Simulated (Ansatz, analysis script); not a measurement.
**Cobalt: spin spirals and exchange**

Does a spiral lie below the collinear start of Cobalt, and how stiff are the moments?

Calculated with Ansatz 0.2.0; LDA, PAW set soft_2 (files made for PBE).

Report form: the programs' logs are mostly left out.

## (1) The structure

It takes space group P6_3/mmc (No. 194, hexagonal). Conventional cell: a = 2.507 Å, b = 2.507 Å, c = 4.070 Å, α = 90.00°, β = 90.00°, γ = 120.00°. Nearest to Co lie 12 Co at 2.50 to 2.51 Å.

Coordinates:

```cif
data_structure
_symmetry_space_group_name_H-M 'P 1'
_symmetry_Int_Tables_number 1
_cell_length_a 2.5074
_cell_length_b 2.5074
_cell_length_c 4.0699
_cell_angle_alpha 90.000
_cell_angle_beta 90.000
_cell_angle_gamma 120.000
_cell_volume 22.16
loop_
_atom_site_label
_atom_site_type_symbol
_atom_site_fract_x
_atom_site_fract_y
_atom_site_fract_z
_atom_site_occupancy
Co1 Co 0.33333 0.66667 0.25000 1
Co2 Co 0.66667 0.33333 0.75000 1
```

The cell of this run holds 2 atoms, 2 of them with a starting moment; values «a cell» refer to the cell of the run in question.

## (2) Collinear start 1: ferro ++

The order that a run ends on hangs on its start, so several orders are typed and the lowest is carried on. The program's own search can turn an unstable start over.

input.yaml reads:

```yaml
crystal:
  lattice:
    - [2.5074, 0.0, 0.0]
    - [-1.2537, 2.1714720974, 0.0]
    - [0.0, 0.0, 4.0699]
  atoms:
    - { symbol: Co, position: [0.3333333333, 0.6666666667, 0.25], spin: 2.0 }
    - { symbol: Co, position: [0.6666666667, 0.3333333333, 0.75], spin: 2.0 }
magnetization:
  spin_polarized: true
kpoints:
  mp_grid: { grid: [12, 12, 8] }
hamiltonian:
  xc: lda
scf:
  occupations: { method: fermi_dirac, width: 0.05 }
  max_iter: 120
  convergence: { dr2_threshold: 1.0e-08 }
output:
  write_density: true
  write_potential: true
  elf: true
  volumetric_format: npy
```

The run is started by

```console
ansatz run input.yaml --threads 1 --pin off --max-ram 2048MiB --backend cpu --events-out ev --progress --plain --runs-dir out
```

It took 8.9 s on 1 thread of Arm Neoverse V1, shared host; peak memory 0.36 GiB.

It ends ferromagnetic, with 1.66 μB on the largest site.

## (3) Collinear start 2: antiferro +-

A self-consistent run from these starting moments shows which magnetic state they lead to.

input.yaml, the sections that differ from step 2:

```yaml
crystal:
  lattice:
    - [2.5074, 0.0, 0.0]
    - [-1.2537, 2.1714720974, 0.0]
    - [0.0, 0.0, 4.0699]
  atoms:
    - { symbol: Co, position: [0.3333333333, 0.6666666667, 0.25], spin: 2.0 }
    - { symbol: Co, position: [0.6666666667, 0.3333333333, 0.75], spin: -2.0 }
# magnetization, kpoints, hamiltonian, scf: as in step 2
# output: removed
```

Run time: 24 s. Hardware: 1 thread; peak memory 0.38 GiB.

It ends ferromagnetic, with 1.66 μB on the largest site.

## (4) The collinear states

```
 typed order  atoms    final state  energy (meV/atom)  largest moment (μB)
    ferro ++      2  ferromagnetic               0.00                 1.66
antiferro +-      2  ferromagnetic               0.00                 1.66
```

The session goes on from the lowest state with moments found, typed ferro ++.

Spin moment in the atom's sphere by atom:

```
atom  spin moment in the atom's sphere (μB)
 Co1                                   1.66
 Co2                                   1.66
```

Tables count atoms from 1; parts of the log count from 0.

## (5) The same state on a denser mesh

Levels at the Fermi energy are partly filled, so moments and energy differences can hang on the k-mesh, and the state is solved again on a denser one.

input.yaml, the sections that differ from step 3:

```yaml
crystal:
  lattice:
    - [2.5074, 0.0, 0.0]
    - [-1.2537, 2.1714720974, 0.0]
    - [0.0, 0.0, 4.0699]
  atoms:
    - { symbol: Co, position: [0.3333333333, 0.6666666667, 0.25], spin: 1.66 }
    - { symbol: Co, position: [0.6666666667, 0.3333333333, 0.75], spin: 1.66 }
kpoints:
  mp_grid: { grid: [18, 18, 10] }
basis:
  ecutwfc: 420.0
checkpoint:
  read: start
  write: ck
  compress: false
  write_wavefunctions: false
  write_every: 100000
# magnetization, hamiltonian, scf: as in step 3
```

The run is started by

```console
ansatz run input.yaml --threads 4 --pin off --max-ram 8192MiB --backend cpu --events-out ev --progress --plain --runs-dir out
```

The job ended after 4.2 s (4 threads; peak memory 0.44 GiB; 15 s of CPU time).

Spin moment in the atom's sphere by atom:

```
atom  spin moment in the atom's sphere (μB)
 Co1                                   1.64
 Co2                                   1.64
```

The run ends ferromagnetic, with a net moment of 3.18 μB a cell.

Each spiral starts from these moments, tilted 90° from the rotation axis z (a flat spiral), with their directions locked in the turning frame; energies are taken at the locked directions, corrected for the field of the lock. Spin–orbit coupling is switched off, so the energy does not depend on how the axis lies in the crystal. The folder named start holds the saved collinear state, from which each run begins.

The runs on spinors take the mesh 12×12×8.

## (6) q = (0, 0, 0)

The reference is the same input at q = 0, so that basis and exchange-correlation form match those at other q. Every q is chosen so that q/2 is a mesh vector: every spiral then samples the k-points of q = 0, and much mesh noise cancels.

input.yaml, the sections that differ from step 5:

```yaml
crystal:
  lattice:
    - [2.5074, 0.0, 0.0]
    - [-1.2537, 2.1714720974, 0.0]
    - [0.0, 0.0, 4.0699]
  atoms:
    - { symbol: Co, position: [0.3333333333, 0.6666666667, 0.25], spin: 1.64, spin_axis: [1.0, 0.0, 0.0] }
    - { symbol: Co, position: [0.6666666667, 0.3333333333, 0.75], spin: 1.64, spin_axis: [1.0, 0.0, 0.0] }
kpoints:
  mp_grid: { grid: [12, 12, 8] }
magnetization:
  noncollinear: true
  spin_spiral: { q: [0.0, 0.0, 0.0] }
  spin_locking: { lock_directions: true }
checkpoint:
  read: start
# hamiltonian, scf, basis: as in step 5
```

The run is started by

```console
ansatz run input.yaml --threads 1 --pin off --max-ram 2048MiB --backend cpu --events-out ev --progress --plain --runs-dir out
```

Run time: 2.7 min. Hardware: 1 thread; peak memory 1 GiB.

The largest moment is 1.66 μB, against 1.64 μB in the collinear run.

## (7) q = (0, 0, 0.25)

Only q changes. The cell stays that of the crystal, since the generalised Bloch theorem carries the rotation from cell to cell.

Changes to input.yaml since step 6:

```diff
@@ -20,3 +20,3 @@
   noncollinear: true
-  spin_spiral: { q: [0.0, 0.0, 0.0] }
+  spin_spiral: { q: [0.0, 0.0, 0.25] }
   spin_locking: { lock_directions: true }
```

Elapsed: 3.4 min, on 1 thread; peak memory 1.1 GiB.

The energy of the cell lies 61.3 meV above that at q = 0, and the largest moment is 1.60 μB against 1.66 μB.

## (8) q = (0, 0, 0.5)

Changes to input.yaml since step 7:

```diff
@@ -20,3 +20,3 @@
   noncollinear: true
-  spin_spiral: { q: [0.0, 0.0, 0.25] }
+  spin_spiral: { q: [0.0, 0.0, 0.5] }
   spin_locking: { lock_directions: true }
```

It took 3.8 min on 1 thread; peak memory 1.1 GiB.

The energy of the cell lies 224 meV above that at q = 0, and the largest moment is 1.38 μB against 1.66 μB.

## (9) q = (0.333, 0, 0)

Changes to input.yaml since step 8:

```diff
@@ -20,3 +20,3 @@
   noncollinear: true
-  spin_spiral: { q: [0.0, 0.0, 0.5] }
+  spin_spiral: { q: [0.33333333, 0.0, 0.0] }
   spin_locking: { lock_directions: true }
```

Run time: 7.8 min. Hardware: 1 thread; peak memory 1.1 GiB.

The energy of the cell lies 278 meV above that at q = 0, and the largest moment is 1.24 μB against 1.66 μB.

## (10) q = (0.5, 0.167, 0)

Changes to input.yaml since step 9:

```diff
@@ -20,3 +20,3 @@
   noncollinear: true
-  spin_spiral: { q: [0.33333333, 0.0, 0.0] }
+  spin_spiral: { q: [0.5, 0.16666667, 0.0] }
   spin_locking: { lock_directions: true }
```

Wall time 12 min (1 thread); peak memory 1.1 GiB.

The energy of the cell lies 351 meV above that at q = 0, and the largest moment is 0.874 μB against 1.66 μB.

The other 4 runs of this kind were made alike; their results stand in the table below.

## (11) Other settings

A test of how the program answers to a changed input.

Changes to input.yaml since step 10:

```diff
@@ -16,2 +16,3 @@
   convergence: { dr2_threshold: 1.0e-08 }
+  mixing: { preconditioner: ldos }
 basis:
@@ -22,3 +23 @@
   spin_locking: { lock_directions: true }
-checkpoint:
-  read: start
```

The run is started by

```console
ansatz run input.yaml --threads 4 --pin off --max-ram 8192MiB --backend cpu --events-out ev --progress --plain --runs-dir out
```

It took 2 min on 4 threads; peak memory 1.2 GiB.

Against the run that it repeats: scf.mixing.preconditioner to "ldos".

The net spin moment of the cell is 1.51 μB, against 1.51 μB in the run that it repeats (step 10), and the free energy stays within 0.001 meV an atom.

## (12) Analysis

```
q (reciprocal lattice)  path length (1/Å)  E(q) − E(0) (meV a magnetic atom)  |m| Co no. 1 (μB)  |m| Co no. 2 (μB)
             (0, 0, 0)              0.000                               0.00               1.66               1.66
         (0.167, 0, 0)              0.482                              46.13               1.55               1.55
         (0.333, 0, 0)              0.965                             138.96               1.24               1.24
           (0.5, 0, 0)              1.447                             178.23               0.89               0.89
       (0.5, 0.167, 0)              1.929                             175.65               0.87               0.87
     (0.333, 0.333, 0)              2.411                             174.53               0.90               0.90
     (0.167, 0.167, 0)              3.247                             113.13               1.34               1.34
             (0, 0, 0)              4.082                               0.00               1.66               1.66
          (0, 0, 0.25)              4.468                              30.64               1.60               1.60
           (0, 0, 0.5)              4.854                             111.98               1.38               1.38
```

## (13) What came out

```yaml
lowest_point_of_the_path: q = 0
highest_point: 178 meV a magnetic atom
```

What this shows: No spiral that was run lies below the ferromagnetic state at q = 0, and winding the moments costs up to 178 meV a magnetic atom. The moments change by at most 48 % from their size at q = 0, so they are itinerant and a model of rigid spins is rough. No spin model is given, since this treatment keeps to cells with one magnetic atom. States with other phases between the sublattices can lie lower than any point of this path. The 9 spiral runs took 54 min of wall time, added up. The mesh is modest for this system and can leave errors of some meV. Energies are free energies at a smearing of 0.05 eV, and with partly filled levels differences shift, at times strongly, as the smearing goes to zero.

[Logs and program files are shortened in this print: banners, set-up blocks, solver, clock and traceback lines can be left out without a mark of their own.]

[Logs are printed without paths, hosts, clocks, repeated set-up lines and the standing remarks that a program may print on its own settings, such as how far it seeks lower states.]

[Hosts, paths, dates, database ids (printed as entryN), source tags and the programs' standing remarks are cut or masked in the printed files.]
